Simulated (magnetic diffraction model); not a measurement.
# Solving a magnetic structure from powder neutron data: ErNi2SnIr2

Space group Cmmm (no. 65), a = 5.3750 Å, b = 8.5980 Å, c = 4.1680 Å.

| site | atom | x | y | z |
| --- | --- | --- | --- | --- |
| 4i | Ir | 1/2 | 0.8424 | 0 |
| 2a | Er | 0 | 0 | 0 |
| 2c | Sn | 1/2 | 0 | 1/2 |
| 4f | Ni | 1/4 | 1/4 | 1/2 |

This is a made-up structure (elements placed in a structure type, unrelaxed), so the numbers test the method and describe no known phase.

Only Er is taken to order (form factors of Er3+); orders and moment sizes are assumed, and not adapted to the symmetry. Radiation: neutrons of λ = 1.909 Å (absorption by Ir left out), 8° to 70°; isotropic B of 0.28 Å² (Ir), 0.28 Å² (Er), 0.33 Å² (Sn) and 0.4 Å² (Ni). Simulated constant-wavelength pattern: nuclear and magnetic terms add, the magnetic one as |2.695 fm × Σ f S⊥ exp(2πi Q·r) exp(−B s²)|², summed over all Q at one angle with the factor 1/(sin²θ cos θ). For collinear order S is the moment m, which repeats by lattice and centring translations R with the sign exp(−2πi k·R). Free-ion form factors, Sears's scattering lengths of 1992, no absorption; a label names one of the reflections at its angle. The strongest nuclear line in the range is 100, and lines under 0.2 are left out.

Above the ordering temperature:

```csv
2θ (°),index,I
24.18,(1 1 0),17.4
25.66,(0 2 0),17.2
26.48,(0 0 1),0.3
36.16,(1 1 1),0.9
37.20,(0 2 1),14.1
41.61,(2 0 0),6.6
44.35,(1 3 0),27.7
49.52,(2 2 0),30.7
50.00,(2 0 1),83.3
52.40,(1 3 1),100.0
52.73,(0 4 0),8.1
54.52,(0 0 2),59.5
57.03,(2 2 1),53.2
59.95,(0 4 1),36.6
60.48,(1 1 2),6.5
61.19,(0 2 2),7.1
65.94,(3 1 0),2.9
69.31,(2 4 0),11.5
```

Below it (cell unchanged):

```csv
2θ (°),I
12.02,26.0
21.76,21.2
24.18,17.4
25.66,17.2
26.48,0.3
29.17,25.6
31.58,0.5
33.88,9.6
34.52,18.4
36.16,0.9
36.62,2.5
37.20,14.1
41.61,6.6
41.66,5.8
43.51,11.3
44.35,27.7
45.25,2.9
45.75,5.7
46.98,4.8
49.52,30.7
50.00,83.3
52.40,100.0
52.73,8.1
53.19,4.9
54.52,59.5
54.73,6.8
56.05,6.4
56.21,2.2
56.61,0.4
57.03,53.2
59.39,5.6
59.95,36.6
60.35,1.2
60.48,6.5
60.98,2.6
61.19,7.1
```
(The table stops after 36 lines; 11 more lie at higher angle.)

**Question.** Check that the new lines index with k = (1/2 1/2 0), then choose among these models:
A. collinear moments along [001], 6.2 μB on Er
B. collinear moments along [010], 6.2 μB on Er
C. collinear moments along [100], 6.2 μB on Er

The new lines index as (1/2 1/2 0) at 12.02°, (1/2 -3/2 0) at 21.76°, (1/2 1/2 1) at 29.17° and (3/2 -1/2 0) at 31.58°, that is as H ± k with k = (1/2 1/2 0), one of 2 inequivalent arms of its star (k and −k counted as one), which a powder can't tell apart. Half indices mean that the moments reverse under translations with k·R a half-integer, and the magnetic cell has twice the primitive volume.

Magnetic intensity, observed (below minus above) and for each model:

| 2θ (°) | index | observed | A | B | C |
| --- | --- | --- | --- | --- | --- |
| 12.02 | (1/2 1/2 0) | 26.0 | 92.5 | 66.5 | 26.0 |
| 21.76 | (1/2 -3/2 0) | 21.2 | 27.3 | 6.0 | 21.2 |
| 29.17 | (1/2 1/2 1) | 25.6 | 5.1 | 27.8 | 25.6 |
| 31.58 | (3/2 -1/2 0) | 0.5 | 12.3 | 11.8 | 0.5 |
| 33.88 | (1/2 5/2 0) | 9.6 | 10.6 | 1.0 | 9.6 |
| 34.52 | (1/2 -3/2 1) | 18.4 | 8.2 | 13.9 | 18.4 |
| 36.62 | (3/2 3/2 0) | 2.5 | 8.9 | 6.4 | 2.5 |
| 41.66 | (3/2 -1/2 1) | 5.8 | 7.8 | 13.0 | 5.8 |

Model C matches.

The structure used: k = (1/2 1/2 0), collinear moments along [100], 6.2 μB on Er.

[Logs are printed without paths, hosts, clocks, repeated set-up lines and the standing remarks that a program may print on its own settings, such as how far it seeks lower states.]
